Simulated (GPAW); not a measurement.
**Polymorphs of BN told apart by optics**

Method, alike for all: GPAW, PBE, RPA, without spin-orbit coupling, line width 0.15 eV (Lorentzian).

Structure 1:

Symmetry: F-43m, No. 216, cubic system. Conventional cell: a = 3.615 Å, b = 3.615 Å, c = 3.615 Å, α = 90.00°, β = 90.00°, γ = 90.00°. N on site c is surrounded by 4 B at 1.57 Å. B on site a has 4 N at 1.57 Å as nearest neighbours.

Structure 2:

It takes space group P6_3/mmc (No. 194, hexagonal). The conventional cell has a = 2.498 Å, b = 2.498 Å, c = 6.636 Å, α = 90.00°, β = 90.00°, γ = 120.00°. Around N on site d lie 3 B at 1.44 Å. Around B on site c lie 3 N at 1.44 Å.

Structure 3:

The structure is hexagonal, space group P6_3mc (No. 186). Conventional cell: a = 2.536 Å, b = 2.536 Å, c = 4.199 Å, α = 90.00°, β = 90.00°, γ = 120.00°. N on site b is surrounded by 4 B at 1.56 to 1.57 Å. B on site b has 4 N at 1.56 to 1.57 Å as nearest neighbours.

Spectrum A:

(E (eV), Im ε): (0.00, 0.00), (0.25, 0.00), (0.50, 0.00), (0.75, 0.01), (1.00, 0.01), (1.25, 0.01), (1.50, 0.01), (1.75, 0.01), (2.00, 0.01), (2.25, 0.02), (2.50, 0.02), (2.75, 0.02), (3.00, 0.02), (3.25, 0.03), (3.50, 0.03), (3.75, 0.03), (4.00, 0.04), (4.25, 0.04), (4.50, 0.04), (4.75, 0.05), (5.00, 0.05), (5.25, 0.06), (5.50, 0.06), (5.75, 0.07), (6.00, 0.08), (6.25, 0.09), (6.50, 0.10), (6.75, 0.11), (7.00, 0.13), (7.25, 0.15), (7.50, 0.18), (7.75, 0.21), (8.00, 0.27)

Spectrum B:

```csv
E (eV),Im ε
0.00,0.00
0.25,0.01
0.50,0.01
0.75,0.02
1.00,0.02
1.25,0.03
1.50,0.04
1.75,0.04
2.00,0.05
2.25,0.07
2.50,0.08
2.75,0.10
3.00,0.12
3.25,0.15
3.50,0.20
3.75,0.27
4.00,0.39
4.25,0.65
4.50,1.46
4.75,3.77
5.00,5.22
5.25,7.16
5.50,7.53
5.75,10.48
6.00,9.67
6.25,5.82
6.50,5.01
6.75,4.08
7.00,2.91
7.25,2.56
7.50,2.68
7.75,1.64
8.00,1.27
```

Spectrum C:

(E (eV), Im ε): (0.00, 0.00), (0.25, 0.00), (0.50, 0.00), (0.75, 0.01), (1.00, 0.01), (1.25, 0.01), (1.50, 0.01), (1.75, 0.01), (2.00, 0.01), (2.25, 0.02), (2.50, 0.02), (2.75, 0.02), (3.00, 0.02), (3.25, 0.02), (3.50, 0.03), (3.75, 0.03), (4.00, 0.03), (4.25, 0.04), (4.50, 0.04), (4.75, 0.04), (5.00, 0.05), (5.25, 0.05), (5.50, 0.06), (5.75, 0.07), (6.00, 0.07), (6.25, 0.08), (6.50, 0.09), (6.75, 0.10), (7.00, 0.12), (7.25, 0.13), (7.50, 0.15), (7.75, 0.18), (8.00, 0.23)

Task: Match each spectrum to its structure.

Result: A is structure 1 (F-43m, 5.9 Å³ an atom): ε∞ = 4.53 along the first axis, strongest peak along the first axis at 11.91 eV. B is structure 2 (P6_3/mmc, 9.0 Å³ an atom): ε∞ = 4.62 along the first axis, strongest peak along the first axis at 5.88 eV. C is structure 3 (P6_3mc, 5.8 Å³ an atom): ε∞ = 4.45 along the first axis, strongest peak along the first axis at 11.61 eV.

[Logs are printed without paths, hosts, clocks, repeated set-up lines and the standing remarks that a program may print on its own settings, such as how far it seeks lower states.]
